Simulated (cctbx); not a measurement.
# Accept or mend?

Cell a = 5.9100 Å, b = 5.9100 Å, c = 28.8750 Å, α = 90.00°, β = 90.00°, γ = 120.00°; space group R3m (no. 160). The compound is Mn3CuIr8O16.

The data are simulated with cctbx, not measured: Ag Kα, λ = 0.56087 Å, to d = 0.65 Å, 70 % of the full sphere, strongest reflection 40000 counts, noise from counting, a 3 % proportional error and a noise floor of 8 counts (s.d.); no absorption.

An anisotropic refinement with weights 1/σ² prints:

```text
Rint 0.025, 920 unique reflections to 0.65 A
cycle     R1     wR2    GooF  max shift (A)
   1  0.0250  0.0609   1.815   0.02696
  12  0.0212  0.0491   1.464   0.00628
final R1 0.0211 wR2 0.0491 GooF 1.464  parameters 60  data/parameter 15.3
atom        x        y        z      Ueq    occ   su(xyz)  su(Uiso or U11)
Ir1    0.50182  0.00365  0.25105   0.0113  1.000  0.00011  0.0002
Ir2    0.16121  0.32243  0.08241   0.0102  1.000  0.00011  0.0002
Ir3    0.33333  0.66667  0.16518   0.0088  1.000  0.00004  0.0001
Ir4    0.00000  0.00000  0.00090   0.0104  1.000  0.00004  0.0001
Cu1    0.66667  0.33333  0.02093   0.0151  1.000  0.00019  0.0008
Mn1    0.00000  0.00000  0.31378   0.0164  1.000  0.00026  0.0010
Mn2    0.66667  0.33333  0.14627   0.0152  1.000  0.00025  0.0010
Mn3    0.00000  0.00000  0.18668   0.0136  1.000  0.00022  0.0009
O1     0.47824  0.95648  0.12060   0.0345  1.000  0.00279  0.0084
O2     0.66667  0.33333  0.22059   0.0844  1.000  0.00199  0.0131
O3     0.33333  0.66667  0.04616   0.0289  1.000  0.00086  0.0093
O4     0.17633  0.35265  0.20999   0.0146  1.000  0.00230  0.0028
O5     0.84440  0.68881  0.04424   0.0028  1.000  0.00133  0.0020
O6     0.33333  0.66667  0.28425   0.0137  1.000  0.00065  0.0062
O7     0.00000  0.00000  0.12052   0.0126  1.000  0.00069  0.0053
difference map: max 4.46 min -1.70 rms 0.42
Q1    0.0475  0.5238  0.6250    9    4.66  1.91 A from Ir4
Q2    0.0000  0.0000  0.8813    3    3.71  0.17 A from O2
Q3    0.0303  0.5152  0.1213    9    2.52  0.07 A from O1
Q4    0.1773  0.3546  0.7041    9    2.42  0.20 A from O5
Q5    0.0000  0.0000  0.6242    3    2.34  0.19 A from O6
Q6    0.0000  0.0000  0.0506    3    2.28  1.43 A from Ir4
```

Q: Accept it or mend it, and why?

Mend it. The fault: an atom left out, O at (0.8173, 0.6345, 0.2903). Against the right model at the same level, R1 goes from 0.0140 to 0.0211 and GooF from 0.93 to 1.46, U of O5 shrinks from 0.0179 to 0.0028 Å², U of O2 swells from 0.0216 to 0.0844 Å² and the top difference peak, 4.7 e/Å³, lies 1.91 Å from Ir4. Q1 is the missing atom. With scattering power missing, scale and phases suffer, so peaks may also grow on the heavy atoms. The fit had not settled when the cycles ran out.

The compound is Mn3CuIr8O16. The right model at the same level gives:

```text
Rint 0.025, 920 unique reflections to 0.65 A
cycle     R1     wR2    GooF  max shift (A)
   1  0.0143  0.0321   0.959   0.01077
   8  0.0140  0.0312   0.934   0.00145
final R1 0.0140 wR2 0.0312 GooF 0.934  parameters 66  data/parameter 13.9
atom        x        y        z      Ueq    occ   su(xyz)  su(Uiso or U11)
Ir1    0.50148  0.00297  0.25107   0.0105  1.000  0.00006  0.0001
Ir2    0.16080  0.32161  0.08235   0.0111  1.000  0.00006  0.0001
Ir3    0.33333  0.66667  0.16518   0.0100  1.000  0.00003  0.0001
Ir4    0.00000  0.00000  0.00093   0.0094  1.000  0.00003  0.0001
Cu1    0.66667  0.33333  0.02097   0.0154  1.000  0.00012  0.0005
Mn1    0.00000  0.00000  0.31391   0.0165  1.000  0.00015  0.0006
Mn2    0.66667  0.33333  0.14638   0.0169  1.000  0.00015  0.0006
Mn3    0.00000  0.00000  0.18679   0.0151  1.000  0.00015  0.0006
O1     0.81661  0.63321  0.29052   0.0223  1.000  0.00219  0.0036
O2     0.47860  0.95719  0.12193   0.0205  1.000  0.00204  0.0037
O3     0.66667  0.33333  0.21475   0.0216  1.000  0.00078  0.0054
O4     0.33333  0.66667  0.04621   0.0142  1.000  0.00065  0.0039
O5     0.17798  0.35596  0.21111   0.0225  1.000  0.00194  0.0027
O6     0.84163  0.68327  0.04433   0.0179  1.000  0.00169  0.0034
O7     0.33333  0.66667  0.28529   0.0270  1.000  0.00076  0.0067
O8     0.00000  0.00000  0.11921   0.0250  1.000  0.00092  0.0059
Flack x: -0.04(7)
Hooft y: 0.028(65)  Bijvoet pairs: 451
difference map: max 1.11 min -0.97 rms 0.24
Q1    0.0575  0.1151  0.6622    9    1.15  0.94 A from Cu1
Q2    0.0000  0.0000  0.6499    3    1.05  0.90 A from O7
Q3    0.0000  0.0000  0.0502    3    0.97  1.42 A from Ir4
Q4    0.0588  0.1176  0.7222    9    0.94  1.17 A from Cu1
Q5    0.0765  0.1530  0.4406    9    0.92  0.82 A from O2
Q6    0.0000  0.0000  0.4550    3    0.92  1.26 A from Ir3
```

The model was made for the exercise: a known structure type with other elements put in, its volume estimated, not relaxed; displacement parameters are assumed.

[Middle refinement cycles are left out of these outputs.]

[Logs are printed without paths, hosts, clocks, repeated set-up lines and the standing remarks that a program may print on its own settings, such as how far it seeks lower states.]
